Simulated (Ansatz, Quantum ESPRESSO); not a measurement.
# W (Tungsten): electron-phonon coupling

How strong is the electron-phonon coupling in W (Tungsten)?

Main program and level: Quantum ESPRESSO 7.5; DFT PBE, scalar-relativistic, plane waves, PseudoDojo norm-conserving pseudopotentials.

### 1. The structure

The structure is cubic, space group Im-3m (No. 229). The conventional cell has a = 3.165 Å, b = 3.165 Å, c = 3.165 Å, α = 90.00°, β = 90.00°, γ = 90.00°. W has 8 W at 2.74 Å nearest.

### 2. A first look

Before anything dear is run, a loose run with smearing shows whether this is a metal and how far the cell is from rest.

probe.in reads:

```
&CONTROL
  calculation = 'scf'
  prefix      = 'x'
  outdir      = './tmp'
  pseudo_dir  = './pseudo'
  tprnfor     = .true.
  tstress     = .true.
  verbosity   = 'high'
/
&SYSTEM
  ibrav       = 0
  nat         = 1
  ntyp        = 1
  ecutwfc     = 62.0
  occupations = 'smearing'
  smearing    = 'gaussian'
  degauss     = 0.01
/
&ELECTRONS
  conv_thr         = 1.0d-07
  mixing_beta      = 0.7
  electron_maxstep = 100
/
ATOMIC_SPECIES
 W     183.8400  W.upf
CELL_PARAMETERS angstrom
    -1.582345000    1.582345000    1.582345000
     1.582345000   -1.582345000    1.582345000
     1.582345000    1.582345000   -1.582345000
ATOMIC_POSITIONS crystal
 W      0.000000000   0.000000000   0.000000000
K_POINTS automatic
 8 8 8 0 0 0
```

The run is started by

```console
> OMP_NUM_THREADS=1 mpirun -n 8 pw.x -nk 8 -in probe.in > probe.out
```

What it wrote:

```text
[banners, grids, parts of the stress and lines that vanish by symmetry left out]
Program PWSCF v.7.5
     Message from routine setup:
     using ibrav=0 with symmetry is DISCOURAGED, use correct ibrav instead
[...]
kinetic-energy cutoff     =      62.0000  Ry
     charge density cutoff     =     248.0000  Ry
     scf convergence threshold =      1.0E-07
[...]
Exchange-correlation= PBE
                           (   1   4   3   4   0   0   0)
[...]
48 Sym. Ops., with inversion, found
[...]
(     0          1          0      )
                  (     0          0          1      )
[...]
(  0.0000000  1.0000000 -0.0000000 )
                  ( -0.0000000 -0.0000000  1.0000000 )
[...]
(     1          0          0      )
                  (    -1         -1         -1      )
[...]
(  1.0000000 -0.0000000  0.0000000 )
                  ( -0.0000000 -1.0000000 -0.0000000 )
[...]
(    -1          0          0      )
                  (     0          0         -1      )
[...]
( -1.0000000 -0.0000000  0.0000000 )
                  (  0.0000000  1.0000000 -0.0000000 )
[...]
number of k points=    29  Gaussian smearing, width (Ry)=  0.0100
[...]
End of self-consistent calculation
[...]
the Fermi energy is    22.3350 ev
!    total energy              =    -151.70540654 Ry
[...]
convergence has been achieved in   5 iterations
[...]
atom    1 type  1   force =     0.00000000    0.00000000    0.00000000
[...]
Total force =     0.000000     Total SCF correction =     0.000000
[...]
total   stress  (Ry/bohr**3)                   (kbar)     P=       60.66
[...]
XML data file, charge density, pseudopotentials, collected wavefunctions

   JOB DONE.
```

Wall time 2 s (8 MPI ranks of Intel Xeon at 2.70GHz, shared host).

Read from the output:

```yaml
volume_per_atom: 15.85 Å³
pressure: 6.066 GPa
gap_on_the_k_mesh: 0 eV
```

No gap opens on this mesh, so smearing is kept; the start stands at 6.1 GPa.

### 3. Relaxing the cell and atoms

Frequencies change by per cents with a per cent of volume, so the structure is first brought to rest at this level of theory.

relax.in reads:

```
&CONTROL
  calculation   = 'vc-relax'
  prefix        = 'x'
  outdir        = './tmp'
  pseudo_dir    = './pseudo'
  tprnfor       = .true.
  tstress       = .true.
  forc_conv_thr = 2.0d-05
  etot_conv_thr = 1.0d-07
  nstep         = 40
/
&SYSTEM
  ibrav       = 0
  nat         = 1
  ntyp        = 1
  ecutwfc     = 62.0
  occupations = 'smearing'
  smearing    = 'mv'
  degauss     = 0.02
/
&ELECTRONS
  conv_thr         = 1.0d-11
  mixing_beta      = 0.7
  electron_maxstep = 100
/
&IONS
/
&CELL
  press_conv_thr = 0.2
/
ATOMIC_SPECIES
 W     183.8400  W.upf
CELL_PARAMETERS angstrom
    -1.582345000    1.582345000    1.582345000
     1.582345000   -1.582345000    1.582345000
     1.582345000    1.582345000   -1.582345000
ATOMIC_POSITIONS crystal
 W      0.000000000   0.000000000   0.000000000
K_POINTS automatic
 16 16 16 0 0 0
```

The run is started by

```console
> OMP_NUM_THREADS=1 mpirun -n 8 pw.x -nk 8 -in relax.in > relax.out
```

What it wrote:

```text
[banners, grids, parts of the stress and lines that vanish by symmetry left out]
[banner, memory and clock lines left out]
Program PWSCF v.7.5

[...]
kinetic-energy cutoff     =      62.0000  Ry
     charge density cutoff     =     248.0000  Ry
     scf convergence threshold =      1.0E-11
[...]
energy convergence thresh.=      1.0E-07
     force convergence thresh. =      2.0E-05
     press convergence thresh. =      2.0E-01
     Exchange-correlation= PBE
                           (   1   4   3   4   0   0   0)
[...]
48 Sym. Ops., with inversion, found
[...]
number of k points=   145  Marzari-Vanderbilt smearing, width (Ry)=  0.0200
[...]
End of self-consistent calculation
[...]
the Fermi energy is    22.5778 ev
!    total energy              =    -151.70574734 Ry
[...]
convergence has been achieved in   8 iterations
[...]
atom    1 type  1   force =     0.00000000    0.00000000    0.00000000
     Total force =     0.000000     Total SCF correction =     0.000000
[...]
total   stress  (Ry/bohr**3)                   (kbar)     P=       53.39
[...]
number of bfgs steps    =   0
[...]
CELL_PARAMETERS (angstrom)
[...]
ATOMIC_POSITIONS (crystal)
W                0.0000000000        0.0000000000        0.0000000000
[...]
New effective cutoffs (rho, wfc):  242.83   60.89
[...]
End of self-consistent calculation
[...]
the Fermi energy is    21.8873 ev
!    total energy              =    -151.70594848 Ry
[...]
convergence has been achieved in   5 iterations
[...]
atom    1 type  1   force =     0.00000000    0.00000000    0.00000000
     Total force =     0.000000     Total SCF correction =     0.000000
[...]
total   stress  (Ry/bohr**3)                   (kbar)     P=      -31.29
[...]
number of bfgs steps    =   1
[...]
CELL_PARAMETERS (angstrom)
[...]
ATOMIC_POSITIONS (crystal)
W                0.0000000000        0.0000000000        0.0000000000
[...]
New effective cutoffs (rho, wfc):  244.47   61.30
[...]
End of self-consistent calculation
[...]
the Fermi energy is    22.1430 ev
!    total energy              =    -151.70606997 Ry
[...]
convergence has been achieved in   7 iterations
[...]
atom    1 type  1   force =     0.00000000    0.00000000    0.00000000
     Total force =     0.000000     Total SCF correction =     0.000000
[...]
total   stress  (Ry/bohr**3)                   (kbar)     P=       -0.83
[...]
number of bfgs steps    =   2
[...]
CELL_PARAMETERS (angstrom)
[...]
ATOMIC_POSITIONS (crystal)
W                0.0000000000        0.0000000000        0.0000000000
[...]
New effective cutoffs (rho, wfc):  244.51   61.31
[...]
End of self-consistent calculation
[...]
the Fermi energy is    22.1500 ev
!    total energy              =    -151.70607005 Ry
[...]
convergence has been achieved in   5 iterations
[...]
atom    1 type  1   force =     0.00000000    0.00000000    0.00000000
     Total force =     0.000000     Total SCF correction =     0.000000
[...]
total   stress  (Ry/bohr**3)                   (kbar)     P=        0.01
[...]
bfgs converged in   4 scf cycles and   3 bfgs steps
[...]
End of BFGS Geometry Optimization
     Final enthalpy           =    -151.7060700530 Ry
     File ./tmp/x.bfgs deleted, as requested
[...]
CELL_PARAMETERS (angstrom)
[...]
ATOMIC_POSITIONS (crystal)
W                0.0000000000        0.0000000000        0.0000000000
[...]
Final scf calculation at the relaxed structure.
[...]
kinetic-energy cutoff     =      62.0000  Ry
     charge density cutoff     =     248.0000  Ry
     scf convergence threshold =      1.0E-13
[...]
press convergence thresh. =      2.0E-01
     Exchange-correlation= PBE
                           (   1   4   3   4   0   0   0)
[...]
48 Sym. Ops., with inversion, found
[...]
number of k points=   145  Marzari-Vanderbilt smearing, width (Ry)=  0.0200
[...]
c_bands:  1 eigenvalues not converged
     c_bands:  1 eigenvalues not converged
     c_bands:  1 eigenvalues not converged
     c_bands:  1 eigenvalues not converged
[...]
End of self-consistent calculation
[...]
the Fermi energy is    22.1499 ev
!    total energy              =    -151.70610646 Ry
[...]
convergence has been achieved in   9 iterations
[...]
atom    1 type  1   force =     0.00000000    0.00000000    0.00000000
     Total force =     0.000000     Total SCF correction =     0.000000
[...]
total   stress  (Ry/bohr**3)                   (kbar)     P=        0.61
[...]
XML data file, charge density, pseudopotentials, collected wavefunctions
```

Wall time 19 s (8 MPI ranks).

Relaxation path:

```
step  energy less that of the first step (eV)  largest force (eV/Å)  pressure (GPa)  volume (Å³)
   1                                   0.0000                0.0000            5.34        15.85
   2                                  -0.0027                0.0000           -3.13        16.28
   3                                  -0.0044                0.0000           -0.08        16.12
   4                                  -0.0044                0.0000            0.00        16.11
   5                                  -0.0049                0.0000            0.06        16.11
```

```
conventional cell, symmetrised  before  after  change
                         a (Å)   3.165  3.182  +0.6 %
                         b (Å)   3.165  3.182  +0.6 %
                         c (Å)   3.165  3.182  +0.6 %
              volume (Å³/atom)   15.85  16.11  +1.7 %
```

Final coordinates:

```xyz
1
Lattice="-1.5912 1.5912 1.5912 1.5912 -1.5912 1.5912 1.5912 1.5912 -1.5912" Properties=species:S:1:pos:R:3 pbc="T T T"
W     0.0000    0.0000    0.0000
```

The last row of the table of steps is pw.x's closing run on a basis chosen anew for the final cell, so its energy can jump.

Read from the output:

- volume per atom: 16.11 Å³
- pressure: 0.061 GPa

The volume changes by +1.7 % from the cell with which this run began.

### 4. Ground state

Perturbation theory inherits every error of the wavefunctions, so the threshold is set near the limit of the arithmetic. Smearing stays on, as the first look found no gap above 0.3 eV.

scf.in reads:

```
&CONTROL
  calculation = 'scf'
  prefix      = 'x'
  outdir      = './tmp'
  pseudo_dir  = './pseudo'
  tprnfor     = .true.
  tstress     = .true.
/
&SYSTEM
  ibrav       = 0
  nat         = 1
  ntyp        = 1
  ecutwfc     = 62.0
  occupations = 'smearing'
  smearing    = 'mv'
  degauss     = 0.02
/
&ELECTRONS
  conv_thr         = 1.0d-12
  mixing_beta      = 0.7
  electron_maxstep = 100
/
ATOMIC_SPECIES
 W     183.8400  W.upf
CELL_PARAMETERS angstrom
    -1.591191145    1.591191145    1.591191145
     1.591191145   -1.591191145    1.591191145
     1.591191145    1.591191145   -1.591191145
ATOMIC_POSITIONS crystal
 W      0.000000000   0.000000000   0.000000000
K_POINTS automatic
 16 16 16 0 0 0
```

The run is started by

```console
> OMP_NUM_THREADS=1 mpirun -n 8 pw.x -nk 8 -in scf.in > scf.out
```

What it wrote:

```text
[banners, grids, parts of the stress and lines that vanish by symmetry left out]
[banner, memory and clock lines left out]
Program PWSCF v.7.5

[...]
kinetic-energy cutoff     =      62.0000  Ry
     charge density cutoff     =     248.0000  Ry
     scf convergence threshold =      1.0E-12
[...]
Exchange-correlation= PBE
                           (   1   4   3   4   0   0   0)
[...]
48 Sym. Ops., with inversion, found
[...]
number of k points=   145  Marzari-Vanderbilt smearing, width (Ry)=  0.0200
[...]
End of self-consistent calculation
[...]
the Fermi energy is    22.1499 ev
!    total energy              =    -151.70610646 Ry
[...]
convergence has been achieved in   8 iterations
[...]
atom    1 type  1   force =     0.00000000    0.00000000    0.00000000
     Total force =     0.000000     Total SCF correction =     0.000000
[...]
total   stress  (Ry/bohr**3)                   (kbar)     P=        0.61
[...]
XML data file, charge density, pseudopotentials, collected wavefunctions
```

Elapsed: 7.1 s, on 8 MPI ranks.

The cell stands at 0.061 GPa, close enough for phonons.

### 5. Levels on a dense mesh

The coupling is a sum over pairs of states at the Fermi level and needs a much denser mesh than the density does.

scf_fit.in, as its differences from scf.in of step 4:

```diff
@@ -16,5 +16,6 @@
   degauss     = 0.02
+  la2F        = .true.
 /
 &ELECTRONS
-  conv_thr         = 1.0d-12
+  conv_thr         = 1.0d-10
   mixing_beta      = 0.7
@@ -31,2 +32,2 @@
 K_POINTS automatic
- 16 16 16 0 0 0
+ 32 32 32 0 0 0
```

The run is started by

```console
> OMP_NUM_THREADS=1 mpirun -n 8 pw.x -nk 8 -in scf_fit.in > scf_fit.out
```

What it wrote:

```text
[banners, grids, parts of the stress and lines that vanish by symmetry left out]
[banner, memory and clock lines left out]
Program PWSCF v.7.5

[...]
kinetic-energy cutoff     =      62.0000  Ry
     charge density cutoff     =     248.0000  Ry
     scf convergence threshold =      1.0E-10
[...]
Exchange-correlation= PBE
                           (   1   4   3   4   0   0   0)
[...]
48 Sym. Ops., with inversion, found
[...]
number of k points=   897  Marzari-Vanderbilt smearing, width (Ry)=  0.0200
[...]
End of self-consistent calculation
[...]
the Fermi energy is    22.1508 ev
!    total energy              =    -151.70578855 Ry
[...]
convergence has been achieved in   7 iterations
[...]
atom    1 type  1   force =     0.00000000    0.00000000    0.00000000
     Total force =     0.000000     Total SCF correction =     0.000000
[...]
total   stress  (Ry/bohr**3)                   (kbar)     P=        2.80
[...]
XML data file, charge density, pseudopotentials, collected wavefunctions
```

The job ended after 36 s (8 MPI ranks).

This step gave:

```yaml
pressure: 0.2800 GPa
```

### 6. Self-consistent run for the response

The run on the dense mesh left its levels for the electron-phonon sums; ph.x needs the ground state on the coarse mesh, so pw.x runs once more in the same folder.

scf.in is that of step 4.

The run is started by

```console
> OMP_NUM_THREADS=1 mpirun -n 8 pw.x -nk 8 -in scf.in > scf.out
```

What it wrote:

```text
[banners, grids, parts of the stress and lines that vanish by symmetry left out]
[banner, memory and clock lines left out]
Program PWSCF v.7.5

[...]
kinetic-energy cutoff     =      62.0000  Ry
     charge density cutoff     =     248.0000  Ry
     scf convergence threshold =      1.0E-12
[...]
Exchange-correlation= PBE
                           (   1   4   3   4   0   0   0)
[...]
48 Sym. Ops., with inversion, found
[...]
number of k points=   145  Marzari-Vanderbilt smearing, width (Ry)=  0.0200
[...]
End of self-consistent calculation
[...]
the Fermi energy is    22.1499 ev
!    total energy              =    -151.70610646 Ry
[...]
convergence has been achieved in   8 iterations
[...]
atom    1 type  1   force =     0.00000000    0.00000000    0.00000000
     Total force =     0.000000     Total SCF correction =     0.000000
[...]
total   stress  (Ry/bohr**3)                   (kbar)     P=        0.61
[...]
XML data file, charge density, pseudopotentials, collected wavefunctions
```

Run time: 8.6 s. Hardware: 8 MPI ranks; 65 s of CPU time.

This step gave:

```
pressure : 0.061 GPa
```

[end of part 1 of 4]

[Host names and launcher messages were left out of these logs when they were recorded.]

[Logs are printed without paths, hosts, clocks, repeated set-up lines and the standing remarks that a program may print on its own settings, such as how far it seeks lower states.]

[Hosts, paths, dates, database ids (printed as entryN), source tags and the programs' standing remarks are cut or masked in the printed files.]
